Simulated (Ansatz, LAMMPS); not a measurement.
# Relaxing amorphous 29ZrO2-71SiO2 (mol %) (84 atoms), part 2 of 4

Wanted: the relaxed structure of amorphous 29ZrO2-71SiO2 (mol %) (84 atoms) and its electronic structure.

Ansatz 0.2.0; Kohn-Sham DFT, PBE, PAW (set soft_2), plane waves.

The cell: 8 Zr, 20 Si and 56 O. The quench rate of 50 K/ps is orders of magnitude faster than experiment. The starting topology of bonds comes from the classical model. Only the Γ point is sampled in the main run, in a cell whose shortest periodic width is 11 Å.

So far. Step 3 (Single point at the start): Neighbours are counted within 2.12 Å (O-Si), 2.82 Å (O-Zr).

## (4) Cell and atoms relaxed

The cell is relaxed with the atoms, since the starting lattice needn't suit this functional.

input.yaml reads:

```yaml
crystal:
  lattice:
    - [10.6906, 0.0, 0.0]
    - [0.0, 10.6906, 0.0]
    - [0.0, 0.0, 10.6906]
  atoms:
    [... the 84 atom lines of step 3 ...]
kpoints:
  mp_grid: { grid: [1, 1, 1] }
hamiltonian:
  xc: pbe
scf:
  occupations: { method: fermi_dirac, width: 0.025 }
output:
  forces: true
relax:
  f_tol: 0.04
  max_steps: 250
  cell: {}
```

On the command line:

```sh
$ ansatz run input.yaml --threads 4 --pin off --max-ram 8192MiB --backend cpu --events-out ev --progress --plain --runs-dir out
```

Standard output:

```text
[...]
Crystal: 84 atoms, lattice volume = 1221.817 Å³
Basis set: ecut = 420 eV, 23847 PW (Γ), exchange–correlation on 144×144×144 points (8 copies of the dense FFT grid, shifted against one another)
Bands: 340, of which v1, the nominal top of the filled ones, is band 256 counted from 1 (255 counted from 0)
Symmetry: 1 space group operations
[...]
k-points: 1
[...]
SCF iter   1: F=—  HF=-78058.377817 eV  |F-HF|=—  |Δ(HF+E_count)|=         —  Δρ=3.15e-3  dr2=1.54e-1  ethr=1.77e-3  ⟨swp⟩=6.0  Hψ=1351  notcnv=0  defer=59
[...]
SCF iter  11: F=-78058.363754 eV  HF=-78058.363754 eV  |F-HF|=2.08e-8  |Δ(HF+E_count)|=   6.20e-8  Δρ=2.01e-6  dr2=4.70e-8  ethr=1.95e-11  ⟨swp⟩=4.0  Hψ=988  notcnv=0
SCF 1 converged in 11 iterations: F = -78058.363754 eV  dr2 = 4.70e-8
[...]
relax step   1: F+E_penalty+E_count = -78058.36375359 eV  Δ(F+E_penalty+E_count) = +0.000e0 eV  max|allowed force component| = 3.047e0 eV/Å  Δτ_max = 0.0000 Å  P = -0.245 GPa  Ω = 1221.817 Å³  (11 SCF iters, dr2 threshold 1.00e-7 eV, accepted)
[... from here on, the SCF cycles and remarks between the steps are left out ...]
relax step   2: F+E_penalty+E_count = -78060.87024476 eV  Δ(F+E_penalty+E_count) = -2.506e0 eV  max|allowed force component| = 1.433e0 eV/Å  Δτ_max = 0.1677 Å  P = +1.678 GPa  Ω = 1192.618 Å³  energy of the carried Pulay correction = +1.003e-1 eV  (8 SCF iters, dr2 threshold 8.40e-6 eV, accepted)
relax step   3: F+E_penalty+E_count = -78061.79089864 eV  Δ(F+E_penalty+E_count) = -9.207e-1 eV  max|allowed force component| = 9.015e-1 eV/Å  Δτ_max = 0.0833 Å  P = +0.772 GPa  Ω = 1192.885 Å³  energy of the carried Pulay correction = +9.933e-2 eV  (8 SCF iters, dr2 threshold 8.40e-6 eV, accepted)
relax step   4: F+E_penalty+E_count = -78062.68081804 eV  Δ(F+E_penalty+E_count) = -8.899e-1 eV  max|allowed force component| = 6.955e-1 eV/Å  Δτ_max = 0.2000 Å  P = +0.065 GPa  Ω = 1181.676 Å³  energy of the carried Pulay correction = +1.384e-1 eV  (8 SCF iters, dr2 threshold 8.40e-6 eV, accepted)
relax step   5: F+E_penalty+E_count = -78062.84041981 eV  Δ(F+E_penalty+E_count) = -1.596e-1 eV  max|allowed force component| = 3.627e-1 eV/Å  Δτ_max = 0.2000 Å  P = +0.170 GPa  Ω = 1171.196 Å³  energy of the carried Pulay correction = +1.754e-1 eV  (8 SCF iters, dr2 threshold 8.40e-6 eV, accepted)
relax step   6: F+E_penalty+E_count = -78062.84787730 eV  Δ(F+E_penalty+E_count) = -7.457e-3 eV  max|allowed force component| = 5.295e-1 eV/Å  Δτ_max = 0.2000 Å  P = +0.079 GPa  Ω = 1173.409 Å³  energy of the carried Pulay correction = +1.675e-1 eV  (8 SCF iters, dr2 threshold 8.22e-6 eV, accepted)
relax step   7: F+E_penalty+E_count = -78062.96051592 eV  Δ(F+E_penalty+E_count) = -1.126e-1 eV  max|allowed force component| = 1.357e-1 eV/Å  Δτ_max = 0.1384 Å  P = +0.004 GPa  Ω = 1171.763 Å³  energy of the carried Pulay correction = +1.734e-1 eV  (8 SCF iters, dr2 threshold 8.40e-6 eV, accepted)
relax step   8: F+E_penalty+E_count = -78062.96670978 eV  Δ(F+E_penalty+E_count) = -6.194e-3 eV  max|allowed force component| = 1.128e-1 eV/Å  Δτ_max = 0.0292 Å  P = -0.027 GPa  Ω = 1172.249 Å³  energy of the carried Pulay correction = +1.716e-1 eV  (7 SCF iters, dr2 threshold 1.15e-6 eV, accepted)
relax step   9: F+E_penalty+E_count = -78062.97131712 eV  Δ(F+E_penalty+E_count) = -4.607e-3 eV  max|allowed force component| = 6.128e-2 eV/Å  Δτ_max = 0.0183 Å  P = +0.011 GPa  Ω = 1171.931 Å³  energy of the carried Pulay correction = +1.728e-1 eV  (7 SCF iters, dr2 threshold 7.95e-7 eV, accepted)
relax step  10: F+E_penalty+E_count = -78062.97095742 eV  Δ(F+E_penalty+E_count) = +3.597e-4 eV  max|allowed force component| = 9.673e-2 eV/Å  Δτ_max = 0.0713 Å  P = +0.059 GPa  Ω = 1171.767 Å³  energy of the carried Pulay correction = +1.733e-1 eV  (8 SCF iters, dr2 threshold 2.35e-7 eV, rejected (line search))
relax step  11: F+E_penalty+E_count = -78062.97394154 eV  Δ(F+E_penalty+E_count) = -2.624e-3 eV  max|allowed force component| = 2.402e-2 eV/Å  Δτ_max = 0.0342 Å  P = +0.006 GPa  Ω = 1172.102 Å³  energy of the carried Pulay correction = +1.722e-1 eV  (11 SCF iters, accepted)
relax step  12: F+E_penalty+E_count = -78062.86186284 eV  Δ(F+E_penalty+E_count) = +1.121e-1 eV  max|allowed force component| = 2.448e-2 eV/Å  Δτ_max = 0.0000 Å  P = -0.181 GPa  Ω = 1172.102 Å³  stress off target by 3.32e-1 GPa  SCF on the basis re-selected at this cell (its energy is not comparable with the rows above)  (7 SCF iters)
relax step  13: F+E_penalty+E_count = -78062.87579342 eV  Δ(F+E_penalty+E_count) = -1.393e-2 eV  max|allowed force component| = 3.148e-2 eV/Å  Δτ_max = 0.0070 Å  P = +0.071 GPa  Ω = 1168.965 Å³  energy of the carried Pulay correction = +1.109e-2 eV  (8 SCF iters, dr2 threshold 2.76e-7 eV, accepted)
relax step  14: F+E_penalty+E_count = -78062.87838704 eV  Δ(F+E_penalty+E_count) = -2.594e-3 eV  max|allowed force component| = 2.991e-2 eV/Å  Δτ_max = 0.0150 Å  P = +0.006 GPa  Ω = 1168.623 Å³  energy of the carried Pulay correction = +1.227e-2 eV  (8 SCF iters, dr2 threshold 1.81e-8 eV, accepted)
relax step  15: F+E_penalty+E_count = -78062.86618766 eV  Δ(F+E_penalty+E_count) = +1.220e-2 eV  max|allowed force component| = 2.980e-2 eV/Å  Δτ_max = 0.0000 Å  P = -0.005 GPa  Ω = 1168.623 Å³  stress off target by 1.90e-2 GPa  SCF on the basis re-selected at this cell (its energy is not comparable with the rows above)  (6 SCF iters)
[...]
SCF converged after 6 iterations
Free energy (F): -78062.866188 eV
[...]
Internal energy: -78062.866188 eV  (E = F + TS)
E sigma→0 (E₀):  -78062.866188 eV
Fermi energy:    5.810107 eV
[...]
--- Forces (eV/Å), atoms counted from 1 ---
  atom   1  Zr     0.02175629    -0.02068162     0.01914460
  atom   2  Zr     0.00062200    -0.00469558     0.00416895
  atom   3  Zr    -0.00835363    -0.01973445     0.00441734
  atom   4  Zr    -0.00862726    -0.00373339     0.00312458
  atom   5  Zr     0.00752094    -0.00191529    -0.00226816
  atom   6  Zr     0.01300934     0.02980023    -0.02615632
  atom   7  Zr     0.00746873    -0.00052042     0.01698786
  atom   8  Zr     0.00119810     0.01624224     0.01017000
  atom   9  Si    -0.00201302    -0.01209331     0.00500590
  atom  10  Si    -0.00079961     0.00374153     0.00227024
  atom  11  Si    -0.00085177    -0.00248767     0.00415174
  atom  12  Si    -0.00013533    -0.00206776     0.01237515
  atom  13  Si    -0.00533655    -0.01571146     0.01266129
  atom  14  Si    -0.01028895     0.01670373     0.00848495
[...]
atom  83  O      0.01424289    -0.00500685    -0.00861532
  atom  84  O      0.00746232     0.00159770     0.00415521
  max |Σ_I F_I| component: 3.96e-5 eV/Å
--- Stress (GPa, compression-positive) ---
       -0.003490      -0.003717      -0.010398
       -0.003718      -0.017434       0.005961
       -0.010398       0.005962       0.004541
  P = ⅓ Tr σ = -0.0055 GPa (-0.055 kbar)
--- Relaxed structure (13 steps of the walk, 12 accepted, 2 SCFs on fresh bases) ---
  F+E_penalty+E_count = -78062.86618766 eV   max|allowed force component| = 2.980e-2 eV/Å   (the final SCF, on the basis selected at the relaxed cell)
  cell:  # Å, volume = 1168.6228 Å³
    - [10.596535, 0.00633128, 0.00456799]
    - [0.00633128, 10.413607, 0.274095]
    - [0.00456799, 0.274095, 10.597545]
  atoms:
    - { symbol: Zr, position: [0.136513, 0.080288, 0.922435] }
    - { symbol: Zr, position: [0.146765, 0.386926, 0.401842] }
    - { symbol: Zr, position: [0.866722, 0.034333, 0.095565] }
    - { symbol: Zr, position: [0.055761, 0.636458, 0.217367] }
[...]
- { symbol: O, position: [0.328341, 0.424642, 0.405941] }
```

The job ended after 78 s (4 threads of Intel Xeon Platinum 8559C (Emerald Rapids), shared host; peak memory 1.5 GiB; 4.8 min of CPU time).

Step by step:

```csv
step,energy less that of the first step (eV),largest force component (eV/Å),pressure (GPa),volume (Å³)
1,0.0000,3.0469,-0.24,1221.82
2,-2.5065,1.4329,1.68,1192.62
3,-3.4271,0.9015,0.77,1192.89
4,-4.3171,0.6955,0.06,1181.68
5,-4.4767,0.3627,0.17,1171.20
6,-4.4841,0.5295,0.08,1173.41
7,-4.5968,0.1357,0.00,1171.76
8,-4.6030,0.1128,-0.03,1172.25
9,-4.6076,0.0613,0.01,1171.93
10,-4.6072,0.0967,0.06,1171.77
11,-4.6102,0.0240,0.01,1172.10
12*,-4.4981,0.0245,-0.18,1172.10
13,-4.5120,0.0315,0.07,1168.96
14,-4.5146,0.0299,0.01,1168.62
15*,-4.5024,0.0298,-0.01,1168.62
```

Relaxation steps marked * repeat the geometry before them on a plane-wave basis chosen anew for their cell, so energy and pressure can jump there. Relaxation step 10 was tried and not accepted.

```
     cell as run  before   after  change
           a (Å)  10.691  10.597  -0.9 %
           b (Å)  10.691  10.417  -2.6 %
           c (Å)  10.691  10.601  -0.8 %
           α (°)   90.00   87.01  -3.3 %
           β (°)   90.00   89.95  -0.1 %
           γ (°)   90.00   89.93  -0.1 %
volume (Å³/atom)   14.55   13.91  -4.4 %
```

The atoms that moved most (Å, as changes of fractional coordinates times the final cell):

```
atom      dx      dy      dz  length
 O56   0.266  -0.290   0.001   0.393
 O53   0.184   0.279   0.111   0.352
 Zr1   0.288  -0.194   0.041   0.350
 O65  -0.094  -0.204   0.261   0.345
 O44  -0.308  -0.020   0.148   0.342
 O74  -0.127   0.272  -0.092   0.314
 O49   0.257  -0.081   0.124   0.297
 O50   0.042  -0.242  -0.146   0.285
```

The relaxation changed the energy by -53.6 meV/atom, and atoms moved by 0.19 Å r.m.s., 0.39 Å at most.

## (5) Distances and neighbours after relaxation

Bonds before and after, by the cutoffs listed below:

```
pair  bonds before  bonds after  mean before (Å)  mean after (Å)  spread before (Å)  spread after (Å)
O-Si            80           80            1.625           1.637              0.043             0.026
O-Zr            42           44            2.126           2.130              0.116             0.171
```

Density 3.11 g/cm³, 13.91 Å³ an atom.

g(r), total and by pair (bins of 0.2 Å):

```csv
r (Å),total,O-O,O-Si,O-Zr,Si-Si,Si-Zr,Zr-Zr
1.50,0.05,0.00,0.17,0.00,0.00,0.00,0.00
1.70,3.87,0.00,12.23,0.00,0.00,0.00,0.00
1.90,0.30,0.00,0.00,2.40,0.00,0.00,0.00
2.10,0.73,0.00,0.00,5.78,0.00,0.00,0.00
2.30,0.20,0.00,0.00,1.55,0.00,0.00,0.00
2.50,0.61,1.27,0.00,0.33,0.00,0.00,0.00
2.70,1.95,4.34,0.00,0.14,0.00,0.00,0.00
2.90,0.69,1.27,0.05,0.13,1.60,0.00,0.00
3.10,0.70,0.58,0.34,0.21,4.88,0.57,0.00
3.30,0.84,0.87,0.53,0.47,0.89,3.72,1.31
3.50,1.16,0.82,1.76,0.57,0.00,2.62,4.92
3.70,0.99,0.95,1.25,0.90,0.17,0.42,3.17
3.90,1.03,0.68,1.53,1.29,0.93,0.20,0.97
4.10,1.06,0.63,1.79,0.93,0.96,0.35,1.71
4.30,1.08,0.67,1.62,1.28,0.88,0.47,3.18
4.50,0.89,0.78,0.74,1.57,1.39,0.72,0.00
4.70,1.05,1.11,0.75,1.60,1.05,1.18,0.65
4.90,1.11,1.36,0.73,1.12,1.54,1.09,0.00
5.10,1.10,1.49,0.67,0.72,0.90,1.78,0.00
```

Bonds by pair of elements; cutoffs follow the first minimum of g(r), held within bounds set by covalent radii, and pairs that aren't listed don't count as bonded:

```csv
pair A-B,cutoff (Å),bonds,mean length (Å),spread (Å),shortest (Å),B about A,A about B
O-Si,2.08,80,1.64,0.026,1.60,1.43,4
O-Zr,2.82,44,2.13,0.171,1.96,0.786,5.5
```

How many atoms have how many bonded neighbours:

| element | mean | 2 | 3 | 4 | 5 | 6 | 7 |
| --- | --- | --- | --- | --- | --- | --- | --- |
| O | 2.21 | 44 | 12 | 0 | 0 | 0 | 0 |
| Si | 4 | 0 | 0 | 20 | 0 | 0 | 0 |
| Zr | 5.5 | 0 | 0 | 0 | 5 | 2 | 1 |

Bond angles (no mean is given where the spread exceeds 20°):

```csv
angle,count,mean (°),spread (°)
O-Si-O,120,109,5
O-Zr-O,101,-,-
Si-O-Zr,31,128,16.7
Si-O-Si,30,141,11.4
Zr-O-Zr,19,119,18.7
```

Oxygen atoms by the number of network formers (Si, P, Ge, B, Al, As, Ga) bound to them:

```
network formers bound to O  O atoms  per cent
                         0        6      10.7
                         1       20      35.7
                         2       30      53.6
```

Network units: each former by its oxygen neighbours and how many of them bridge to another former:

```csv
former,O neighbours,bridging O,atoms
Si,4,2,5
Si,4,3,10
Si,4,4,5
```

Bond length by coordination (bonds to H left out):

| element | coordination | atoms | mean bond length (Å) |
| --- | --- | --- | --- |
| O | 2 | 44 | 1.71 |
| O | 3 | 12 | 2.06 |
| Zr | 5 | 5 | 2.08 |
| Zr | 6 | 2 | 2.18 |
| Zr | 7 | 1 | 2.24 |

First main peaks of g(r), for some of the pairs, lie near 2.7 Å (O-O), 1.6 Å (O-Si), 2.0 Å (O-Zr), 3.1 Å (Si-Si), 3.4 Å (Si-Zr) and 3.4 Å (Zr-Zr). Counting bonds as in the table, 79 % of O atoms have 2, all Si atoms have 4 and 62 % of Zr atoms have 5 bonded neighbours. The O-Si-O angle averages 109° with a spread of 5°. 54 % of the oxygens bridge two formers and 36 % are non-bridging; 11 % join none. The commonest Si unit has 4 oxygens, 3 of them shared with other formers (10 of 20 atoms).

(Part 2 of 4 ends here.)

[Long decimals in the printed logs are rounded to 6 places.]

[Logs are printed without paths, hosts, clocks, repeated set-up lines and the standing remarks that a program may print on its own settings, such as how far it seeks lower states.]

[Hosts, paths, dates, database ids (printed as entryN), source tags and the programs' standing remarks are cut or masked in the printed files.]

[A walk said to have stopped at its limit may instead have ended on an SCF cycle that didn't converge.]
